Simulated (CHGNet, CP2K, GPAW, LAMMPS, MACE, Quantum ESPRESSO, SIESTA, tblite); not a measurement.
## Finding the fault: GPAW, glassy 67P2O5-20BaO-13Al2O3 (mol %) (86 atoms)

Program: GPAW 26.7.0, a calculation on a cell of 20 P, 3 Ba, 4 Al and 59 O, 14.3 Å³ an atom.

run.py

```python
import numpy as np
from ase.io import read
from gpaw import GPAW, FermiDirac

atoms = read("structure.xyz")
atoms.calc = GPAW(
    mode="lcao",
    basis="dzp",
    h=0.18,
    xc="PBE96",
    kpts={"size": (1, 1, 1), "gamma": True},
    occupations=FermiDirac(0.05),
    maxiter=60,
    symmetry={"point_group": False},
    txt="gpaw.txt",
)
energy = atoms.get_potential_energy(force_consistent=True)
forces = atoms.get_forces()
print(f"energy {energy:.6f} eV")
print("forces (eV/A)")
for i, (a, f) in enumerate(zip(atoms, forces)):
    print(f"{i:4d} {a.symbol:2s} {f[0]:10.5f} {f[1]:10.5f} {f[2]:10.5f}")
print(f"Fermi level {atoms.calc.get_fermi_level():.4f} eV")
for k in range(len(atoms.calc.get_ibz_k_points())):
    for s in range(atoms.calc.get_number_of_spins()):
        e = atoms.calc.get_eigenvalues(kpt=k, spin=s)
        n = np.searchsorted(e, atoms.calc.get_fermi_level())
        print(f"k {k} spin {s} levels about the Fermi level:", np.round(e[max(n - 6, 0):n], 4).tolist(), "|", np.round(e[n:n + 6], 4).tolist())
```

structure.xyz

```xyz
86
Lattice="10.71682 0.00000 0.00000 0.00000 10.71682 0.00000 0.00000 0.00000 10.71682" Properties=species:S:1:pos:R:3 pbc="T T T"
P 7.74837 6.59395 2.23446
P 7.61334 3.18182 4.48874
P 3.48811 6.04525 4.15148
P 2.55339 2.18934 6.62353
P 7.63702 2.74651 1.44913
P 2.08196 5.86060 8.12260
P 10.55071 1.90513 8.11510
P 4.53514 3.13864 4.35832
P 6.90228 0.22977 8.61182
P 10.43036 9.06514 4.40365
[... 72 atom lines left out ...]
O 5.75718 9.23158 4.94721
O 1.36832 7.25518 8.19890
O 9.63796 3.07401 7.97728
O 8.25763 6.42323 3.69612
```

On the command line:

```
$ OMP_NUM_THREADS=1 python run.py > output.txt
```

What it wrote:

```text
ValueError: not enough values to unpack (expected 2, got 1)
NameError: Unknown functional: PBE96.
```

gpaw.txt:

```text
Input parameters:
  mode=LCAO(),
  basis={'default': 'dzp'},
  h=0.18,
  kpts=MonkhorstPack(size=(1, 1, 1), gamma=True),
  maxiter=60,
  occupations=Occupations(name='fermi-dirac', width=0.05, fixmagmom=False),
  symmetry=Symmetry(point_group=False),
  xc=XC(name='PBE96')
timing:  # [seconds]
  Total: 0.033  # ━━━━━━━━━━━━━━━━━━━━━━━━━━━━━━━━━━━━━━━━━━━━━━━━━━━━━━━━━━━
  Init:  0.010  # ━━━━━━━━━━━━━━━━━╸
```

It took 1.4 s on 1 thread of Arm Neoverse V1, shared host; peak memory 0.1 GiB.

Banners, paths, timers and routine set-up lines are dropped from the logs unmarked, and long logs keep their key lines alone; longer cuts are marked.

**Question.** Which part of the input is at fault, and how is it mended?

An unknown functional: functional PBE96.

The program stopped at the start.

[Also dropped from logs without a mark: logging warnings of Python, and SIESTA's first energy breakdown and zero terms.]

[Logs are printed without paths, hosts, clocks, repeated set-up lines and the standing remarks that a program may print on its own settings, such as how far it seeks lower states.]

[Hosts, paths, dates, database ids (printed as entryN), source tags and the programs' standing remarks are cut or masked in the printed files.]
